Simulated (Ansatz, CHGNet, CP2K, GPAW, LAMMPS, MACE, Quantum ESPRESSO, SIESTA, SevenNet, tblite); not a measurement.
## GPAW on glassy 69SiO2-19Al2O3-6SrO-6Li2O (mol %) (106 atoms): settings against a plane-wave reference

Aim: run glassy 69SiO2-19Al2O3-6SrO-6Li2O (mol %) (106 atoms) in GPAW and see how near its forces come to a plane-wave reference, and at what cost.

Calculated with GPAW 26.7.0; the method is named at each step.

## 1. The starting structure

The cell holds 106 atoms: 22 Si, 12 Al, 2 Sr, 4 Li and 66 O. Cell: a = 10.593 Å, b = 10.593 Å, c = 10.593 Å, α = 90.0°, β = 90.0°, γ = 90.0°. 106 atoms (22 Si, 12 Al, 2 Sr, 4 Li, 66 O) placed at random at 3.07 g/cm³, melted at 4000 K for 10 ps at fixed volume with the Morse and Coulomb pair potential with partial charges (Pedone, Malavasi, Menziani, Cormack and Segre, J. Phys. Chem. B 110, 11780 (2006)). Quenched from 4000 K to 300 K at 50 K/ps and fixed volume, held 5 ps.

The yardstick, on the same geometry:

- method: Kohn-Sham DFT, PBE, SSSP efficiency 1.3.0 pseudopotentials, plane waves (Quantum ESPRESSO 7.5); sssp-pbe-1.3.0-efficiency, cutoffs 60/480 Ry, Γ point
- r.m.s. force component: 1.372 eV/Å
- longest force: 5.821 eV/Å
- pressure: 7.086 GPa
- gap (highest filled to lowest empty level): 3.29 eV
- time: 4.2 min on 4 MPI ranks of Arm Neoverse V1, shared host
- CPU time: 17 min

## 2. PBE, LCAO dzp, h 0.18 Å

Method: Kohn-Sham DFT, PBE, PAW, atomic orbitals (dzp).

run.py reads:

```python
import numpy as np
from ase.io import read
from gpaw import GPAW, FermiDirac
from ase.parallel import parprint as print

atoms = read("structure.xyz")
atoms.calc = GPAW(
    mode="lcao",
    basis="dzp",
    h=0.18,
    xc="PBE",
    kpts={"size": (1, 1, 1), "gamma": True},
    occupations=FermiDirac(0.05),
    maxiter=200,
    symmetry={"point_group": False},
    txt="gpaw.txt",
)
energy = atoms.get_potential_energy(force_consistent=True)
forces = atoms.get_forces()
print(f"energy {energy:.6f} eV")
print("forces (eV/A)")
for i, (a, f) in enumerate(zip(atoms, forces)):
    print(f"{i:4d} {a.symbol:2s} {f[0]:10.5f} {f[1]:10.5f} {f[2]:10.5f}")
print(f"Fermi level {atoms.calc.get_fermi_level():.4f} eV")
for k in range(len(atoms.calc.get_ibz_k_points())):
    for s in range(atoms.calc.get_number_of_spins()):
        e = atoms.calc.get_eigenvalues(kpt=k, spin=s)
        n = np.searchsorted(e, atoms.calc.get_fermi_level())
        print(f"k {k} spin {s} levels about the Fermi level:", np.round(e[max(n - 6, 0):n], 4).tolist(), "|", np.round(e[n:n + 6], 4).tolist())
```

structure.xyz reads:

```xyz
106
Lattice="10.59320 0.00000 0.00000 0.00000 10.59320 0.00000 0.00000 0.00000 10.59320" Properties=species:S:1:pos:R:3 pbc="T T T"
Si 7.91598 7.22234 1.70614
Si 1.41070 4.02912 4.51069
Si 3.83389 9.71990 7.61111
Si 7.97159 10.37032 5.60010
Si 5.66207 6.01831 6.55518
Si 6.57297 1.79745 2.69216
Si 2.88696 4.86429 9.07043
Si 8.95221 5.03791 10.57742
Si 4.64025 7.53494 9.87721
Si 9.23346 3.26038 2.45021
Si 4.99957 9.80030 4.80677
Si 9.47572 4.83558 5.94935
Si 7.13441 5.33495 3.74713
Si 1.48040 1.02002 7.25963
Si 7.31524 8.05528 8.21969
Si 3.89014 2.09872 5.27626
Si 9.53049 0.56970 10.21439
Si 5.14353 3.99671 1.45434
Si 7.02997 10.11036 0.95254
Si 3.50275 0.89025 0.52362
Si 1.13750 9.13346 2.95593
Si 4.07118 9.00581 2.15455
Al 6.83007 2.58538 5.93579
Al 4.46376 2.24502 8.35486
Al 2.36112 6.45401 6.57139
Al 1.94481 4.91281 1.40212
Al 0.14905 6.59776 8.50125
Al 6.80708 0.74513 8.62943
Al 6.58685 4.05211 9.12636
Al 0.37140 7.52891 0.52701
Al 10.25316 7.81958 5.44829
Al 10.34627 1.04290 4.43283
Al 1.35307 2.40391 10.33462
Al 1.48305 9.51778 9.46185
Sr 9.63166 2.86769 7.88388
Sr 3.79290 6.41143 3.71673
Li 9.89384 9.26725 7.77181
Li 10.54903 6.21514 2.84894
Li 0.66038 1.26673 2.01779
Li 7.40602 7.74882 4.92722
O 3.94512 8.53092 8.75104
O 10.22890 2.35858 3.26715
O 3.98167 10.48663 1.75445
O 0.94894 0.02436 3.61567
O 8.44416 1.16568 9.20538
O 5.08325 2.78421 6.04459
O 10.48981 10.17329 9.29278
O 6.58494 9.73356 5.16122
O 4.08474 1.78368 10.02212
O 6.21228 7.47891 9.37191
O 5.66609 4.10465 10.56841
O 7.78145 5.97584 0.75381
O 4.39300 0.76017 4.67404
O 3.71387 4.73357 1.68962
O 1.05635 7.89702 9.51333
O 7.57075 1.07669 6.46312
[... 46 atom lines left out ...]
O 5.28092 2.51080 1.97436
O 7.40242 6.78897 3.18898
O 4.07997 6.40677 6.35423
O 3.87192 6.15613 9.55846
```

Started as:

```
$ OMP_NUM_THREADS=1 mpirun -np 2 gpaw python run.py > output.txt
```

The log of the run:

```text
energy -730.509318 eV
forces (eV/A)
   0 Si    0.47563    1.29878   -0.88223
   1 Si    2.58818    0.68919    0.51302
   2 Si    0.67645    0.81793    1.26547
   3 Si    2.64385    1.18018   -2.00652
   4 Si    1.01698    0.96380    1.38575
   5 Si    1.39603    2.79497    0.70082
   6 Si   -0.32616    4.73862    4.07679
   7 Si   -1.52461    3.00849    3.52815
   8 Si    1.71715    0.14322   -0.92354
   9 Si   -4.68155    0.89962    0.80559
  10 Si    0.99039    3.07425    0.17925
  11 Si   -0.04770    0.53665    0.46156
  12 Si   -0.00994   -3.78050   -3.63980
  13 Si    1.43488    2.42577    1.22382
  14 Si   -4.02857    1.25982    0.30530
  15 Si   -4.96400    1.49344    1.68485
  16 Si   -1.47471   -2.28313   -0.75967
  17 Si    0.52296    2.21544    0.86714
  18 Si    1.05506   -0.46666   -0.02914
  19 Si   -1.73408   -1.82943    1.68328
  20 Si   -1.79459    2.01593   -1.95738
  21 Si   -1.16796   -1.08040   -2.05914
  22 Al    0.76935    0.82801   -1.00891
  23 Al   -0.34288   -1.29854   -0.14442
[...]
98 O    -0.31153    0.08737   -1.17385
  99 O     0.20774   -0.47926    1.61581
 100 O    -0.47234   -0.75683    0.14101
 101 O    -0.60698   -2.66483    1.64111
 102 O    -1.29671   -2.75705    0.58617
 103 O     0.23782    3.69458    1.67547
 104 O     0.79077    0.35453   -0.85330
 105 O    -0.61909   -1.80689    0.63594
Fermi level 6.0699 eV
k 0 spin 0 levels about the Fermi level: [3.8043, 3.9639, 4.0074, 4.0271, 4.4098, 4.4482] | [7.5414, 8.6014, 8.8364, 8.9306, 9.1306, 9.4308]
```

gpaw.txt:

```text
Input parameters:
  mode=LCAO(),
  basis={'default': 'dzp'},
  h=0.18,
  kpts=MonkhorstPack(size=(1, 1, 1), gamma=True),
  maxiter=200,
  occupations=Occupations(name='fermi-dirac', width=0.05, fixmagmom=False),
  symmetry=Symmetry(point_group=False),
  xc=XC(name='PBE')
Unit cell  # Å
| periodic |         x |         y |         z |   lengths |    angles |
|----------|-----------|-----------|-----------|-----------|-----------|
|      yes | 10.593200 |  0.000000 |  0.000000 | 10.593200 | 90.000000 |
|      yes |  0.000000 | 10.593200 |  0.000000 | 10.593200 | 90.000000 |
|      yes |  0.000000 |  0.000000 | 10.593200 | 10.593200 | 90.000000 |
Number of symmetries: 1
Symmetry operations  # r_c * U_cc + t_c -> r_c
|   | kind |            matrix            |
|---|------|------------------------------|
| 0 |  E   |  1, 0, 0,  0, 1, 0,  0, 0, 1 |
BZ-sampling:
  Number of BZ points: 1
  Number of IBZ points: 1
  Monkhorst-Pack size: [1, 1, 1]
  Monkhorst-Pack shift: [0, 0, 0]
[... lines left out ...]
        l=0, rc=2.2969 Bohr: 2s-dz split-valence wave
        l=1, rc=2.8906 Bohr: 2p-dz split-valence wave
        l=2, rc=5.3906 Bohr: d-type Gaussian polarization
      Number of RI-basis functions 0
Reference energy: -561241.595855  # eV
eigensolver:
density mixing:
  MSR1-Mixer
occupation numbers:
  Fermi-Dirac:
    width: 0.0500  # eV
FastPoissonSolver using
    Stencil: 6*3+1=19 point O(h^6) finite-difference Laplacian
xc functional:
  name: PBE with 2 nearest neighbor stencil
interpolation: tri-quintic # 5. degree polynomial
Initialization done in: 8.825 s
convergence criteria:
- Maximum [total energy] change in last 3 cyles: 0.0005 eV / valence electron
- Maximum integral of absolute [dens]ity change: 0.0001 electrons / valence electron
- Maximum integral of absolute [eigenst]ate change: 4e-08 eV^2 / valence electron
maximum number of iterations: 200
SCF iterations
|iter     |      energy | eigst |  dens |
|---------|-------------|-------|-------|
|iter:   1| -797.210653 |      c|       |
|iter:   2| -780.269691 |      c| -0.77 |
|iter:   3| -729.697412 |      c| -0.82 |
|iter:   4| -730.256617 |      c| -1.45 |
|iter:   5| -730.536812 |      c| -1.75 |
|iter:   6| -730.510243 |      c| -2.49 |
|iter:   7| -730.509449c|      c| -3.11 |
|iter:   8| -730.509336c|      c| -3.59 |
|iter:   9| -730.509318c|      c| -4.08c|
Converged in 9 steps
SCF loop duration: 119.334 s (13.259 s/step)
Energy contributions relative to reference atoms: (reference = -561241.595855)
Energy contributions:
  Kinetic:         945.831367
  Coulomb:        -802.402471
  Zero:              8.496785
  External:          0.000000
  Xc:             -882.434999
  Entropy:          -0.000000
  Spinorbit:         0.000000
  ----------------------------
  Free energy:    -730.509318
  Extrapolated:   -730.509318
dipole moment: (26.852765, 7.191274, 98.926050)  # |e|*Ang
Fermi level: 6.070
Eigenvalues  # (at kpt = [0.000, 0.000, 0.000])
| band index |      eig [eV] | occ [0-2] |
|------------|---------------|-----------|
|          0 |       -30.310 |     2.000 |
|        ... |               |           |
|        264 |         3.639 |     2.000 |
|        265 |         3.712 |     2.000 |
[...]
|        279 |         9.678 |     0.000 |
|        ... |               |           |
|        330 |        12.955 |     0.000 |
Gap: 3.093 eV
Transition (v -> c):
  (s=0, k=0, n=271, [0.00, 0.00, 0.00]) -> (s=0, k=0, n=272, [0.00, 0.00, 0.00])
No difference between direct/indirect transitions
Force computation time: 37.467  # s
```

Wall time 2.8 min (2 MPI ranks of Arm Neoverse V1, shared host); peak memory 2.3 GiB.

Banners, paths, timers and routine set-up lines are dropped from the logs unmarked, and long logs keep their key lines alone; longer cuts are marked.

Against the reference:

* r.m.s. force component: 1.575 eV/Å
* r.m.s. difference of force components: 312.3 meV/Å
* longest difference of force vectors: 1010 meV/Å
* force difference over r.m.s. force: 22.76 %
* slope of forces against the reference's: 1.133
* correlation of force components: 0.987
* gap (highest filled to lowest empty level): 3.093 eV
* gap difference: -0.197 eV

Length of the force difference by element (eV/Å):

| element | atoms | mean | most |
| --- | --- | --- | --- |
| Al | 12 | 0.30 | 0.45 |
| Li | 4 | 0.12 | 0.16 |
| O | 66 | 0.62 | 1.0 |
| Si | 22 | 0.30 | 0.52 |
| Sr | 2 | 0.17 | 0.19 |

Levels nearest the highest filled one (eV from it): -0.64, -0.48, -0.44, -0.42, -0.04, 0.00, 3.09, 4.15, 4.39, 4.48, 4.68, 4.98.

Local excerpt of 9 atoms (numbers count through the whole input) about Al30, which has 5 bonded neighbours where the commonest count for Al is 4; x, y, z are measured from there.

| atom | x | y | z | distance (Å) | bonds | Fx | Fy | Fz (eV/Å) |
| --- | --- | --- | --- | --- | --- | --- | --- | --- |
| Al30 | 0.00 | 0.00 | 0.00 | 0.00 | 5 | -2.07 | 1.15 | 1.73 |
| O92 | 1.15 | -0.91 | 0.84 | 1.69 | 3 | 1.30 | -2.32 | 1.56 |
| O55 | 0.68 | 0.37 | -1.61 | 1.79 | 3 | -0.61 | -2.33 | -1.13 |
| O82 | -1.49 | -0.14 | 1.13 | 1.87 | 3 | 3.10 | 0.68 | 0.54 |
| O63 | 0.34 | 1.66 | 0.85 | 1.90 | 2 | -0.27 | -0.06 | -0.91 |
| O77 | -0.80 | -1.59 | -1.05 | 2.06 | 3 | 1.86 | 0.92 | -0.49 |
| Li38 | -0.42 | -1.31 | 2.32 | 2.70 | 4 | 0.02 | 0.38 | 0.06 |
| Al27 | -0.22 | -0.93 | -2.62 | 2.79 | 4 | -0.91 | -0.12 | -2.10 |
| Al34 | 1.11 | 1.99 | -1.66 | 2.82 | 4 | 0.82 | 1.60 | 0.30 |

Atoms are counted from 1 here, from 0 in the log.

Forces lie 23 % from the reference's, at 0.33 times its CPU time (on 2 against 4 cores).

## 3. PBE, grid h 0.2 Å

Method: Kohn-Sham DFT, PBE, PAW, finite differences on a real-space grid.

run.py, as its differences from that of step 2:

```diff
@@ -7,5 +7,4 @@
 atoms.calc = GPAW(
-    mode="lcao",
-    basis="dzp",
-    h=0.18,
+    mode="fd",
+    h=0.2,
     xc="PBE",
@@ -15,2 +14,3 @@
     symmetry={"point_group": False},
+    nbands=327,
     txt="gpaw.txt",
```

structure.xyz is that of step 2.

The log of the run:

```text
energy -800.417369 eV
forces (eV/A)
   0 Si    0.41121    1.24884   -0.74947
   1 Si    2.70977    0.99538    0.37266
   2 Si    0.59182    0.86536    1.21763
   3 Si    2.55463    1.04895   -2.06732
   4 Si    1.07583    0.98978    1.25312
   5 Si    1.33102    2.71099    0.65668
[...]
103 O     0.30814    3.23206    1.41055
 104 O     0.94271    0.21653   -0.78877
 105 O    -0.60183   -1.71147    0.63602
Fermi level 5.5548 eV
k 0 spin 0 levels about the Fermi level: [3.6319, 3.7985, 3.8514, 3.8589, 4.2431, 4.2689] | [7.5978, 8.6367, 8.8867, 8.973, 9.129, 9.4695]
```

gpaw.txt:

```text
Input parameters:
  mode=FD(),
  h=0.2,
  kpts=MonkhorstPack(size=(1, 1, 1), gamma=True),
  maxiter=200,
  nbands=327,
  occupations=Occupations(name='fermi-dirac', width=0.05, fixmagmom=False),
[... lines left out ...]
  Converge bands: occupied
[... lines left out ...]
  Fermi-Dirac:
[... lines left out ...]
convergence criteria:
- Maximum [total energy] change in last 3 cyles: 0.0005 eV / valence electron
[... lines left out ...]
Converged in 15 steps
[... lines left out ...]
  Free energy:    -800.417369
[... lines left out ...]
Fermi level: 5.555
[... lines left out ...]
|        ... |               |           |
|        264 |         3.462 |     2.000 |
|        265 |         3.549 |     2.000 |
[...]
|        279 |         9.685 |     0.000 |
|        ... |               |           |
|        326 |        13.164 |     0.000 |
Gap: 3.329 eV
Transition (v -> c):
  (s=0, k=0, n=271, [0.00, 0.00, 0.00]) -> (s=0, k=0, n=272, [0.00, 0.00, 0.00])
No difference between direct/indirect transitions
Force computation time: 6.265  # s
```

Elapsed: 4.4 min, on 2 MPI ranks; peak memory 2.3 GiB.

Numbers from this run, and their distance from the reference:

* r.m.s. force component: 1.449 eV/Å
* r.m.s. difference of force components: 119.1 meV/Å
* longest difference of force vectors: 503.6 meV/Å
* force difference over r.m.s. force: 8.682 %
* slope of forces against the reference's: 1.054
* correlation of force components: 0.9979
* gap (highest filled to lowest empty level): 3.329 eV
* gap difference: 0.0387 eV

Against the first run (23 %), the force difference from the reference is 8.7 %, at 1.6 times the CPU time (15 SCF steps against 9).

The forces add up to 0.51 eV/Å instead of zero, usually a sign of too coarse a grid.

## 4. PBE, LCAO sz(dzp), h 0.18 Å

Method: Kohn-Sham DFT, PBE, PAW, atomic orbitals (sz(dzp)).

run.py, as its differences from that of step 3:

```diff
@@ -3,3 +3,2 @@
 from gpaw import GPAW, FermiDirac
-from ase.parallel import parprint as print
 
@@ -7,4 +6,5 @@
 atoms.calc = GPAW(
-    mode="fd",
-    h=0.2,
+    mode="lcao",
+    basis="sz(dzp)",
+    h=0.18,
     xc="PBE",
@@ -14,3 +14,2 @@
     symmetry={"point_group": False},
-    nbands=327,
     txt="gpaw.txt",
```

structure.xyz is that of step 3.

Started as:

```
$ OMP_NUM_THREADS=1 python run.py > output.txt
```

The log of the run:

```text
energy -573.798220 eV
forces (eV/A)
   0 Si   -1.39469    2.84841   -0.33410
   1 Si    2.83564   -0.78323   -0.10200
   2 Si    0.36898   -0.64798    1.06785
   3 Si    2.23373    0.43624   -1.43910
   4 Si    0.64690    0.35028    0.85635
   5 Si    0.61309    1.81763    1.25766
   6 Si    0.10808    4.94357    4.76066
   7 Si   -1.01346    2.57303    3.40817
   8 Si    1.68771   -0.13110   -0.04107
   9 Si   -3.42128    0.93493    0.77505
  10 Si    1.64883    2.89663   -0.48971
  11 Si   -0.79958    0.01125   -0.54915
  12 Si   -0.29172   -4.39528   -2.37808
  13 Si    1.10503    2.52308    1.39779
  14 Si   -4.45239    0.70989    0.25081
  15 Si   -5.93361    1.99577    0.62988
  16 Si   -0.83425   -2.72304    0.06123
  17 Si    0.10150    2.61053    0.20715
  18 Si    0.90313   -1.91593    1.46115
  19 Si    0.92969   -2.08627    3.58011
  20 Si   -1.77537    1.96675   -1.15326
  21 Si   -0.02589   -2.13502   -2.73194
  22 Al    0.78994    1.73329   -0.71440
  23 Al   -0.58426   -0.52319   -0.25392
[...]
98 O    -0.89035    0.94274    0.02504
  99 O     0.84900   -0.22581    3.60575
 100 O    -1.71540   -2.07756    0.55750
 101 O    -0.89937   -3.37650    1.90641
 102 O    -1.71882   -3.44589    0.54922
 103 O     0.43930    4.61424    2.24916
 104 O    -0.83815    0.63671   -1.35764
 105 O    -0.84167   -2.25023    0.57843
Fermi level 7.1958 eV
k 0 spin 0 levels about the Fermi level: [5.256, 5.3952, 5.4547, 5.4967, 5.8324, 5.904] | [8.3677, 9.8957, 9.9135, 10.0151, 10.2532, 10.5921]
```

gpaw.txt:

```text
Input parameters:
  mode=LCAO(),
  basis={'default': 'sz(dzp)'},
  h=0.18,
  kpts=MonkhorstPack(size=(1, 1, 1), gamma=True),
  maxiter=200,
  occupations=Occupations(name='fermi-dirac', width=0.05, fixmagmom=False),
  symmetry=Symmetry(point_group=False),
  xc=XC(name='PBE')
Unit cell  # Å
| periodic |         x |         y |         z |   lengths |    angles |
[... lines left out ...]
  Fermi-Dirac:
[... lines left out ...]
convergence criteria:
- Maximum [total energy] change in last 3 cyles: 0.0005 eV / valence electron
[... lines left out ...]
Converged in 10 steps
[... lines left out ...]
  Free energy:    -573.798220
  Extrapolated:   -573.798220
dipole moment: (25.224002, 7.507156, 97.216320)  # |e|*Ang
Fermi level: 7.196
Eigenvalues  # (at kpt = [0.000, 0.000, 0.000])
| band index |      eig [eV] | occ [0-2] |
|------------|---------------|-----------|
|          0 |       -29.029 |     2.000 |
|        ... |               |           |
|        264 |         5.119 |     2.000 |
|        265 |         5.149 |     2.000 |
[...]
|        279 |        10.870 |     0.000 |
|        ... |               |           |
|        330 |        14.894 |     0.000 |
Gap: 2.464 eV
Transition (v -> c):
  (s=0, k=0, n=271, [0.00, 0.00, 0.00]) -> (s=0, k=0, n=272, [0.00, 0.00, 0.00])
No difference between direct/indirect transitions
Force computation time: 12.745  # s
timing:  # [seconds]
  Total:  83.391  # ━━━━━━━━━━━━━━━━━━━━━━━━━━━━━━━━━━━━━━━━━━━━━━━━━━━━━━━━━
  Init:   11.094  # ━━━━━━━╸
  SCF:    59.514  # ━━━━━━━━━━━━━━━━━━━━━━━━━━━━━━━━━━━━━━━━╸
  Forces: 12.745  # ━━━━━━━━╸
```

Run time: 85 s. Hardware: 1 thread; peak memory 1.5 GiB.

Compared with the plane-wave run:

| Item | Value |
| --- | --- |
| r.m.s. force component | 2.034 eV/Å |
| r.m.s. difference of force components | 1051 meV/Å |
| longest difference of force vectors | 3766 meV/Å |
| force difference over r.m.s. force | 76.6 % |
| slope of forces against the reference's | 1.305 |
| correlation of force components | 0.8805 |
| gap (highest filled to lowest empty level) | 2.464 eV |
| gap difference | -0.8265 eV |

This is a coarse setting, run to see what it loses.

Against the first run (23 %), the force difference from the reference is 77 %, at 0.25 times the CPU time (on 1 against 2 cores), with 430 basis functions against 1378: the smaller basis costs accuracy.

## 5. Side by side

Differences are against the plane-wave reference, forces as r.m.s. over components; share is that over the reference's r.m.s. force, slope the least-squares factor from reference forces to these. Total energies of different programs have different zeros and aren't compared.

| run | Δ force, r.m.s. (meV/Å) | share (%) | slope | Δ gap (eV) | cores | CPU time | memory (GiB) |
| --- | --- | --- | --- | --- | --- | --- | --- |
| reference | - | - | - | - | 4 | 17 min | 4 |
| GPAW PBE, LCAO dzp, h 0.18 Å | 312 | 22.8 | 1.133 | -0.197 | 2 | 5.6 min | 2.3 |
| GPAW PBE, grid h 0.2 Å | 119 | 8.68 | 1.054 | 0.0387 | 2 | 8.8 min | 2.3 |
| GPAW PBE, LCAO sz(dzp), h 0.18 Å (coarse) | 1051 | 76.6 | 1.305 | -0.827 | 1 | 85 s | 1.5 |

Rows marked coarse were listed beforehand as settings not expected to be converged; some can still land near the reference.

CPU time is summed over cores on a shared host, where runs went side by side, so it is rough. Symmetry, cutoffs, thresholds, outputs and thread counts weren't matched or tuned between programs; memory under MPI is the largest rank's times the ranks.

## 6. What came out

```json
{"nearest in forces": "GPAW PBE, grid h 0.2 Å, 8.7 %", "its CPU time": "8.8 min"}
```

PBE on plane waves or a grid with other potentials, cutoffs or grids, coarse settings apart, differs from the reference by 8.7 % (GPAW PBE, grid h 0.2 Å) of the r.m.s. force; potentials, valence shells or grid differ, and the table alone doesn't part them. The PBE run in local orbitals, coarse settings apart, differs by 23 % (GPAW PBE, LCAO dzp, h 0.18 Å); basis, grid and potentials can all enter. Runs with settings chosen to be coarse differ by 77 % (GPAW PBE, LCAO sz(dzp), h 0.18 Å), their programs' other errors included. Of the electronic-structure runs that take under half the reference's CPU time, GPAW PBE, LCAO dzp, h 0.18 Å comes nearest, at 23 % in 5.6 min against 17 min. GPAW PBE, LCAO dzp, h 0.18 Å stiffens the forces by a factor of 1.13 while following their directions (correlation 0.987). At the same functional, gaps differ from the reference's 3.29 eV by between -0.83 and +0.04 eV. The potentials hold different valence shells: 552 electrons in the reference, 544 in GPAW; this bears on time and differences. The quench rate of 50 K/ps is many orders above laboratory rates, so the cell is likely richer in defects and strain than a real sample. The network of bonds at the start is that of the classical potential that made the cell, and needn't be the one that DFT or experiment would give. The reference's stress is far from hydrostatic: its diagonal is 6.0, 9.2, 6.0 GPa, compression counted positive. The electronic-structure runs sample only Γ, in a cell whose shortest periodic width is 11 Å.

[Also dropped from logs without a mark: logging warnings of Python, and SIESTA's first energy breakdown and zero terms.]

[Logs are printed without paths, hosts, clocks, repeated set-up lines and the standing remarks that a program may print on its own settings, such as how far it seeks lower states.]

[Hosts, paths, dates, database ids (printed as entryN), source tags and the programs' standing remarks are cut or masked in the printed files.]
